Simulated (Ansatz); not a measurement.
# Rb on Al(100): change of the work function, part 4 of 5

Aim: the work function of Al(100) at several coverages of Rb (hollow site), and the dipole that each adsorbate carries.

Ansatz 0.2.0; plane-wave DFT, LDA, Ansatz PAW (the session's first sound run).

So far, work function, upper face (eV): step 2 (the clean slab, LDA) 4.49; step 3 (adsorbate added, k-mesh 4×4×1, coverage 0.111 ML, LDA) 2.03; step 4 (adsorbate added, k-mesh 5×5×1, coverage 0.25 ML, LDA) 1.92; step 6 (the 0.25 ML cell at another level of theory, functional PBEsol) 1.79.

## (7) The 0.25 ML cell at another level of theory, functional RPBE

This step: plane-wave DFT, RPBE, Ansatz PAW (Ansatz 0.2.0).

The geometry is kept and the functional is RPBE.

input.yaml reads:

```yaml
crystal:
  lattice:
    - [5.7275649276, 0.0, 0.0]
    - [0.0, 5.7275649276, 0.0]
    - [0.0, 0.0, 27.0697970635]
  atoms:
    - { symbol: Al, position: [0.25, 0.25, 0.332473863] }
    - { symbol: Al, position: [0.0, 0.0, 0.4072804821] }
    - { symbol: Al, position: [0.25, 0.25, 0.4838185947] }
    - { symbol: Al, position: [-0.0019130774, -0.0019130774, 0.5581487813] }
    - { symbol: Al, position: [0.25, 0.75, 0.332473863] }
    - { symbol: Al, position: [0.0, 0.5, 0.4072804821] }
    - { symbol: Al, position: [0.25, 0.75, 0.483567001] }
    - { symbol: Al, position: [-0.0019130774, 0.5019130774, 0.5581487813] }
    - { symbol: Al, position: [0.75, 0.25, 0.332473863] }
    - { symbol: Al, position: [0.5, 0.0, 0.4072804821] }
    - { symbol: Al, position: [0.75, 0.25, 0.483567001] }
    - { symbol: Al, position: [0.5019130774, -0.0019130774, 0.5581487813] }
    - { symbol: Al, position: [0.75, 0.75, 0.332473863] }
    - { symbol: Al, position: [0.5, 0.5, 0.4072804821] }
    - { symbol: Al, position: [0.75, 0.75, 0.4835688734] }
    - { symbol: Al, position: [0.5019130774, 0.5019130774, 0.5581487813] }
    - { symbol: Rb, position: [0.25, 0.25, 0.6651197716] }
kpoints:
  mp_grid: { grid: [5, 5, 1] }
hamiltonian:
  xc: rpbe
scf:
  occupations: { method: fermi_dirac, width: 0.1 }
  convergence: { dr2_threshold: 1.0e-08 }
efield:
  axis: 3
  dipole_correction: true
  ramp_position: 0.97
  ramp_width: 0.06
output:
  write_potential: true
  write_density: true
  volumetric_format: npy
```

Run with:

```console
$ ansatz run input.yaml --threads 2 --pin off --max-ram 3072MiB --backend cpu --events-out ev --progress --plain --runs-dir out
```

Numbers of over 12 decimals in the logs are rounded to 6 here.

Output:

```text
[...]
Crystal: 17 atoms, lattice volume = 888.025 Å³
Basis set: ecut = 420 eV, 17407 PW (Γ)
Bands: 46, of which v1, the nominal top of the filled ones, is band 29 counted from 1 (28 counted from 0)
Symmetry: 8 space group operations
[...]
k-points: 6 of 25
[...]
SCF iter   1: F=—  HF=-11918.198708 eV  |F-HF|=—  |Δ(HF+E_count)|=         —  Δρ=1.64e-3  dr2=3.01e-1  ethr=1.77e-3  p=0.476 e·Å  D=9.70e-2 V/Å  ΔV_dip=-2.63 eV  dr2_dipole=1.95e-2  V_vac-E_F(+/−)=1.43/4.06 eV  ⟨swp⟩=18.7  Hψ=2571  notcnv=0
[...]
SCF iter  10: F=-11918.184636 eV  HF=-11918.184635 eV  |F-HF|=2.54e-9  |Δ(HF+E_count)|=   3.33e-8  Δρ=2.96e-7  dr2=4.58e-9  ethr=1.75e-11  p=0.448 e·Å  D=9.13e-2 V/Å  ΔV_dip=-2.47 eV  dr2_dipole=1.39e-9  V_vac-E_F(+/−)=1.78/4.25 eV  ⟨swp⟩=11.5  Hψ=1272  notcnv=0
SCF 1 converged in 10 iterations: F = -11918.184636 eV  dr2 = 4.58e-9
[...]
SCF converged after 10 iterations
Free energy (F): -11918.184636 eV
[...]
Internal energy: -11917.878826 eV  (E = F + TS)
E sigma→0 (E₀):  -11918.031731 eV
Entropy (-TS):   -0.305809 eV (-17.989 meV/atom)
Fermi energy:    0.799210 eV
Dipole field:    D = 0.091291 V/Å  (p = 0.448015 e·Å, saw-weighted, corrected)
Work function:   Φ+ = 1.7805 eV   Φ− = 4.2521 eV
[...]
--- Band table (eV; the first three rows and the last of 6) ---
  k-point 0: bands = [... 25 lower, -0.3148, -0.3035, 0.6090, 0.6090, 0.6699, 0.7360, 0.7515, 1.0680, ... 13 higher]
  k-point 1: bands = [... 25 lower, -0.0038, 0.6317, 0.6729, 0.7797, 0.8583, 0.9059, 1.0285, 1.0351, ... 13 higher]
  k-point 2: bands = [... 25 lower, -0.4376, -0.0639, 0.2294, 1.2311, 1.2494, 1.3953, 1.4351, 2.0257, ... 13 higher]
  k-point 5: bands = [... 25 lower, 0.5684, 0.8307, 0.8569, 0.8972, 1.1187, 1.3204, 1.5398, 2.1334, ... 13 higher]
```

Elapsed: 44 s, on 2 threads of Arm Neoverse N1, shared host; peak memory 0.94 GiB.

Numbers from this step:

* energy at zero smearing: -11918.0317 eV
* work function, upper face: 1.781 eV
* work function, lower face: 4.252 eV
* dipole along the normal: 0.4480 e·Å
* step between the vacuum levels: -2.472 eV

The work function comes to 1.78 eV, -0.13 eV from the first level.

## (8) The 0.25 ML cell at another level of theory, functional revpbe

This step: plane-wave DFT, revPBE, Ansatz PAW (Ansatz 0.2.0).

The geometry is kept and the functional is revPBE.

input.yaml, as its differences from that of step 7:

```diff
@@ -26,3 +26,3 @@
 hamiltonian:
-  xc: rpbe
+  xc: revpbe
 scf:
```

Output:

```text
[...]
Crystal: 17 atoms, lattice volume = 888.025 Å³
Basis set: ecut = 420 eV, 17407 PW (Γ)
Bands: 46, of which v1, the nominal top of the filled ones, is band 29 counted from 1 (28 counted from 0)
Symmetry: 8 space group operations
[...]
k-points: 6 of 25
[...]
k-point 0: bands = [... 25 lower, -0.3170, -0.3058, 0.6081, 0.6081, 0.6750, 0.7349, 0.7495, 1.0642, ... 13 higher]
  k-point 1: bands = [... 25 lower, -0.0032, 0.6325, 0.6738, 0.7789, 0.8638, 0.9044, 1.0277, 1.0344, ... 13 higher]
  k-point 2: bands = [... 25 lower, -0.4373, -0.0638, 0.2311, 1.2334, 1.2484, 1.3938, 1.4413, 2.0251, ... 13 higher]
  k-point 5: bands = [... 25 lower, 0.5686, 0.8320, 0.8585, 0.8999, 1.1146, 1.3234, 1.5394, 2.1412, ... 13 higher]
[key lines of the parts left out:]
SCF converged after 10 iterations
Free energy (F): -11903.073930 eV
Fermi energy:    0.800064 eV
Dipole field:    D = 0.092281 V/Å  (p = 0.452871 e·Å, saw-weighted, corrected)
Work function:   Φ+ = 1.7544 eV   Φ− = 4.2528 eV
```

Run time: 42 s. Hardware: 2 threads; peak memory 0.94 GiB.

The work function comes to 1.75 eV, -0.16 eV from the first level.

## (9) Comparing the runs

Times are for 2 threads of Arm Neoverse N1, shared host. The runs compared:

```csv
no.,functional,"work function, upper face (eV)",dipole along the normal (e·Å),time,memory (GiB)
1,pbesol,1.794,0.4664,47 s,0.94
2,rpbe,1.781,0.4480,44 s,0.94
3,revpbe,1.754,0.4529,42 s,0.94
```

## (10) Varying the input: efield.ramp_width = 0.15

This step: plane-wave DFT, LDA, Ansatz PAW (Ansatz 0.2.0).

A run with a changed input: it repeats the earlier run at 0.25 ML with efield.ramp_width from 0.06 to 0.15; its output block differs too.

input.yaml reads:

```yaml
crystal:
  lattice:
    - [5.7275649276, 0.0, 0.0]
    - [0.0, 5.7275649276, 0.0]
    - [0.0, 0.0, 27.0697970635]
  atoms:
    - { symbol: Al, position: [0.25, 0.25, 0.332473863] }
    - { symbol: Al, position: [0.0, 0.0, 0.4072804821] }
    - { symbol: Al, position: [0.25, 0.25, 0.4835908631] }
    - { symbol: Al, position: [0.0, 0.0, 0.5584431087] }
    - { symbol: Al, position: [0.25, 0.75, 0.332473863] }
    - { symbol: Al, position: [0.0, 0.5, 0.4072804821] }
    - { symbol: Al, position: [0.25, 0.75, 0.4835908631] }
    - { symbol: Al, position: [0.0, 0.5, 0.5584431087] }
    - { symbol: Al, position: [0.75, 0.25, 0.332473863] }
    - { symbol: Al, position: [0.5, 0.0, 0.4072804821] }
    - { symbol: Al, position: [0.75, 0.25, 0.4835908631] }
    - { symbol: Al, position: [0.5, 0.0, 0.5584431087] }
    - { symbol: Al, position: [0.75, 0.75, 0.332473863] }
    - { symbol: Al, position: [0.5, 0.5, 0.4072804821] }
    - { symbol: Al, position: [0.75, 0.75, 0.4835908631] }
    - { symbol: Al, position: [0.5, 0.5, 0.5584431087] }
    - { symbol: Rb, position: [0.25, 0.25, 0.667526137] }
kpoints:
  mp_grid: { grid: [5, 5, 1] }
hamiltonian:
  xc: lda
scf:
  occupations: { method: fermi_dirac, width: 0.1 }
  convergence: { dr2_threshold: 1.0e-08 }
efield:
  axis: 3
  dipole_correction: true
  ramp_position: 0.97
  ramp_width: 0.15
relax:
  f_tol: 0.02
  max_steps: 60
  constraints: [{ sites: [0, 1, 4, 5, 8, 9, 12, 13] }]
output:
  bader: true
  dos: { projected: true, e_range: [-8, 4] }
  write_potential: true
  write_density: true
  volumetric_format: npy
```

Output:

```text
[...]
Crystal: 17 atoms, lattice volume = 888.025 Å³
Basis set: ecut = 420 eV, 17407 PW (Γ)
Bands: 46, of which v1, the nominal top of the filled ones, is band 29 counted from 1 (28 counted from 0)
Symmetry: 8 space group operations
[...]
k-points: 6 of 25
[...]
SCF iter   1: F=—  HF=-11372.816324 eV  |F-HF|=—  |Δ(HF+E_count)|=         —  Δρ=2.25e-3  dr2=1.67e-1  ethr=1.77e-3  p=0.478 e·Å  D=9.73e-2 V/Å  ΔV_dip=-2.63 eV  dr2_dipole=1.45e-2  V_vac-E_F(+/−)=1.74/4.38 eV  ⟨swp⟩=19.3  Hψ=2566  notcnv=0
[...]
SCF iter  10: F=-11372.798881 eV  HF=-11372.798881 eV  |F-HF|=2.11e-9  |Δ(HF+E_count)|=   2.38e-9  Δρ=1.62e-7  dr2=2.19e-9  ethr=1.75e-11  p=0.455 e·Å  D=9.26e-2 V/Å  ΔV_dip=-2.51 eV  dr2_dipole=1.14e-9  V_vac-E_F(+/−)=1.96/4.47 eV  ⟨swp⟩=9.8  Hψ=1703  notcnv=0
SCF 1 converged in 10 iterations: F = -11372.798881 eV  dr2 = 2.19e-9
[...]
relax step   1: F+E_penalty+E_count = -11372.79888128 eV  Δ(F+E_penalty+E_count) = +0.000e0 eV  max|allowed force component| = 9.100e-2 eV/Å  Δτ_max = 0.0000 Å  (10 SCF iters, accepted)
[...]
SCF iter   7: F=-11372.802245 eV  HF=-11372.802245 eV  |F-HF|=6.00e-10  |Δ(HF+E_count)|=   4.39e-9  Δρ=3.21e-7  dr2=5.98e-9  ethr=1.75e-11  p=0.458 e·Å  D=9.33e-2 V/Å  ΔV_dip=-2.53 eV  dr2_dipole=2.03e-10  V_vac-E_F(+/−)=1.94/4.47 eV  ⟨swp⟩=10.7  Hψ=2001  notcnv=0
SCF 2 converged in 7 iterations: F = -11372.802245 eV  dr2 = 5.98e-9
relax step   2: F+E_penalty+E_count = -11372.80224452 eV  Δ(F+E_penalty+E_count) = -3.363e-3 eV  max|allowed force component| = 6.186e-2 eV/Å  Δτ_max = 0.0348 Å  (7 SCF iters, accepted)
SCF iter   1: F=—  HF=-11372.803581 eV  |F-HF|=—  |Δ(HF+E_count)|=         —  Δρ=1.90e-4  dr2=1.38e-3  ethr=6.22e-5  p=0.458 e·Å  D=9.33e-2 V/Å  ΔV_dip=-2.53 eV  dr2_dipole=1.31e-4  V_vac-E_F(+/−)=1.94/4.47 eV  ⟨swp⟩=2.8  Hψ=570  notcnv=0
[...]
SCF iter   7: F=-11372.803447 eV  HF=-11372.803447 eV  |F-HF|=8.02e-9  |Δ(HF+E_count)|=   3.86e-9  Δρ=3.84e-7  dr2=7.45e-9  ethr=1.75e-11  p=0.462 e·Å  D=9.42e-2 V/Å  ΔV_dip=-2.55 eV  dr2_dipole=4.07e-9  V_vac-E_F(+/−)=1.92/4.47 eV  ⟨swp⟩=10.8  Hψ=1906  notcnv=0
SCF 3 converged in 7 iterations: F = -11372.803447 eV  dr2 = 7.45e-9
relax step   3: F+E_penalty+E_count = -11372.80344713 eV  Δ(F+E_penalty+E_count) = -1.203e-3 eV  max|allowed force component| = 7.121e-3 eV/Å  Δτ_max = 0.0304 Å  (7 SCF iters, accepted)
[...]
SCF converged after 7 iterations
Free energy (F): -11372.803447 eV
[...]
Internal energy: -11372.492042 eV  (E = F + TS)
E sigma→0 (E₀):  -11372.647745 eV
Entropy (-TS):   -0.311405 eV (-18.318 meV/atom)
Fermi energy:    0.673936 eV
Dipole field:    D = 0.094281 V/Å  (p = 0.462689 e·Å, saw-weighted, corrected)
Work function:   Φ+ = 1.9161 eV   Φ− = 4.4684 eV
[...]
--- Forces (eV/Å), atoms counted from 1 ---
  atom   1  Al    -0.00000000     0.00000000    -0.00327855
  atom   2  Al    -0.00641477    -0.00641477     0.01435824
  atom   3  Al     0.00000000     0.00000000     0.00395952
  atom   4  Al     0.00390056     0.00390056     0.00112435
  atom   5  Al    -0.00000000     0.00000000    -0.01487977
  atom   6  Al    -0.00641477     0.00641477     0.01435824
  atom   7  Al     0.00000000     0.00000000    -0.00069411
  atom   8  Al     0.00390056    -0.00390056     0.00112435
  atom   9  Al    -0.00000000     0.00000000    -0.01487977
  atom  10  Al     0.00641477    -0.00641477     0.01435824
  atom  11  Al     0.00000000     0.00000000    -0.00069411
  atom  12  Al    -0.00390056     0.00390056     0.00112435
  atom  13  Al    -0.00000000     0.00000000    -0.01990054
  atom  14  Al     0.00641477     0.00641477     0.01435824
  atom  15  Al     0.00000000     0.00000000    -0.00454414
  atom  16  Al    -0.00390056    -0.00390056     0.00112435
  atom  17  Rb    -0.00000000     0.00000000    -0.00712093
  max |Σ_I F_I| component: 1.02e-4 eV/Å
--- Band table (eV; the first three rows and the last of 6) ---
  k-point 0: bands = [... 25 lower, -0.4775, -0.4676, 0.4831, 0.4831, 0.5366, 0.6002, 0.6106, 0.8833, ... 13 higher]
  k-point 1: bands = [... 25 lower, -0.1260, 0.5111, 0.5503, 0.6525, 0.7264, 0.7681, 0.8816, 0.8883, ... 13 higher]
  k-point 2: bands = [... 25 lower, -0.5636, -0.1913, 0.1244, 1.1145, 1.1197, 1.2538, 1.3100, 1.8953, ... 13 higher]
  k-point 5: bands = [... 25 lower, 0.4428, 0.7280, 0.7499, 0.7963, 0.9355, 1.2206, 1.4127, 2.0194, ... 13 higher]
--- Relaxed structure (3 steps of the walk, 3 accepted, 0 SCFs on fresh bases) ---
  F+E_penalty+E_count = -11372.80344713 eV   max|allowed force component| = 7.121e-3 eV/Å
  atoms:
    - { symbol: Al, position: [0.25, 0.25, 0.332474] }
    - { symbol: Al, position: [0.0, 0.0, 0.407280] }
    - { symbol: Al, position: [0.25, 0.25, 0.483819] }
    - { symbol: Al, position: [-0.00191303, -0.00191303, 0.558149] }
    - { symbol: Al, position: [0.25, 0.75, 0.332474] }
    - { symbol: Al, position: [0.0, 0.5, 0.407280] }
    - { symbol: Al, position: [0.25, 0.75, 0.483567] }
    - { symbol: Al, position: [-0.00191303, 0.501913, 0.558149] }
    - { symbol: Al, position: [0.75, 0.25, 0.332474] }
    - { symbol: Al, position: [0.5, 0.0, 0.407280] }
    - { symbol: Al, position: [0.75, 0.25, 0.483567] }
    - { symbol: Al, position: [0.501913, -0.00191303, 0.558149] }
    - { symbol: Al, position: [0.75, 0.75, 0.332474] }
    - { symbol: Al, position: [0.5, 0.5, 0.407280] }
    - { symbol: Al, position: [0.75, 0.75, 0.483569] }
    - { symbol: Al, position: [0.501913, 0.501913, 0.558149] }
    - { symbol: Rb, position: [0.25, 0.25, 0.665120] }
--- Bader charges: 17 sites ---
  site symbol  charge [e]  shift [e]
     0     Al      0.0153     0.0000
     1     Al     -0.0074     0.0000
     2     Al     -0.0272     0.0000
     3     Al     -0.1264     0.0000
     4     Al      0.0114     0.0000
     5     Al     -0.0074     0.0000
     6     Al     -0.0220     0.0000
     7     Al     -0.1265     0.0000
     8     Al      0.0114     0.0000
     9     Al     -0.0074     0.0000
    10     Al     -0.0220     0.0000
    11     Al     -0.1265     0.0000
    12     Al      0.0084     0.0000
    13     Al     -0.0074     0.0000
    14     Al      0.0017     0.0000
    15     Al     -0.1265     0.0000
    16     Rb      0.5583     0.0000
  estimated error of the sums over rays = 3.4e-4 e
```

Wall time 2.8 min (2 threads); peak memory 0.87 GiB; 5.1 min of CPU time.

Relaxation path:

```csv
step,energy less that of the first step (eV),largest force component (eV/Å)
1,0.0000,0.0910
2,-0.0034,0.0619
3,-0.0046,0.0071
```

Forces are held to the 8 operations that the run works with; a distortion that breaks them can't arise in this run.

The atoms that moved most (Å):

```csv
atom,dx,dy,dz,length
Rb17,0.000,0.000,-0.065,0.065
Al16,0.011,0.011,-0.008,0.017
Al8,-0.011,0.011,-0.008,0.017
Al12,0.011,-0.011,-0.008,0.017
Al4,-0.011,-0.011,-0.008,0.017
Al3,0.000,0.000,0.006,0.006
```

Final coordinates:

```
Al Rb
1.0
     5.72756    0.00000    0.00000
     0.00000    5.72756    0.00000
     0.00000    0.00000   27.06980
Al Rb
16 1
Direct
  0.25000 0.25000 0.33247
  0.00000 0.00000 0.40728
  0.25000 0.25000 0.48382
  0.99809 0.99809 0.55815
  0.25000 0.75000 0.33247
  0.00000 0.50000 0.40728
  0.25000 0.75000 0.48357
  0.99809 0.50191 0.55815
  0.75000 0.25000 0.33247
  0.50000 0.00000 0.40728
  0.75000 0.25000 0.48357
  0.50191 0.99809 0.55815
  0.75000 0.75000 0.33247
  0.50000 0.50000 0.40728
  0.75000 0.75000 0.48357
  0.50191 0.50191 0.55815
  0.25000 0.25000 0.66512
```

This step gave:

- energy at zero smearing: -11372.6477 eV
- work function, upper face: 1.916 eV
- work function, lower face: 4.468 eV
- dipole along the normal: 0.4627 e·Å
- step between the vacuum levels: -2.552 eV

The density of states has structure finer than the step of the table below, so its rows give means over 0.5 eV, whole bins alone (the curve runs from -8 to 1.98 eV). Peaks (eV: height): -4.84: 14.2, -1.41: 24.7, -0.81: 16.9, -0.24: 17.1, 0.60: 26.1, 1.35: 15.4, 1.83: 24.3.

The density of states by energy, zero at the Fermi level; means over each step:

```csv
energy (eV),density of states (states/eV a cell)
-7.5,4.36
-7.0,2.65
-6.5,3.78
-6.0,5.74
-5.5,3.46
-5.0,3.89
-4.5,5.08
-4.0,6.67
-3.5,5.64
-3.0,5.96
-2.5,5.95
-2.0,7.84
-1.5,8.46
-1.0,6.18
-0.5,7.56
0.0,8.57
0.5,10.8
1.0,6.91
1.5,9.05
```

Projected DOS per atom over height of the atomic layer and energy from the Fermi level. Layers: Al4 Al4 Al4 Al4 Rb from below.

Ten even steps from '0' (0.01 states/eV) to '9' (1.06 states/eV), each cell a mean:
```
64562
42242
32239
55658
53255
53250
42240
53350
43430
33340
43350
22220
33340
33330
33330
11110
12210
24420
22220
12210
12210
11110
```
Columns: height of the atomic layer (Å) from 9 to 18.0 (not evenly spaced); rows upwards: energy from the Fermi level (eV) from -7.96 to 1.95.

```csv
quantity,this run,earlier run,difference
"work function, upper face (eV)",1.916,1.915,7.8e-4
"work function, lower face (eV)",4.468,4.469,-2.3e-4
dipole along the normal (e·Å),0.4627,0.4629,-1.7e-4
```

Nothing in the table moves by 0.01 in its unit (for the dipole 0.5 % and 5e-5 e·Å).

[end of part 4 of 5]

[Logs are printed without paths, hosts, clocks, repeated set-up lines and the standing remarks that a program may print on its own settings, such as how far it seeks lower states.]

[Hosts, paths, dates, database ids (printed as entryN), source tags and the programs' standing remarks are cut or masked in the printed files.]

[Maps of the electrostatic potential energy from Ansatz leave out the sawtooth potential of an applied field or a dipole correction, so their vacuum need not be flat; planar profiles and work functions include it.]

[The density of states shown here was stored with 400 of the rows of the run's finer table, so its peaks can read low, often by over a quarter, or be missed, and its means over a window can be off by a tenth or more.]
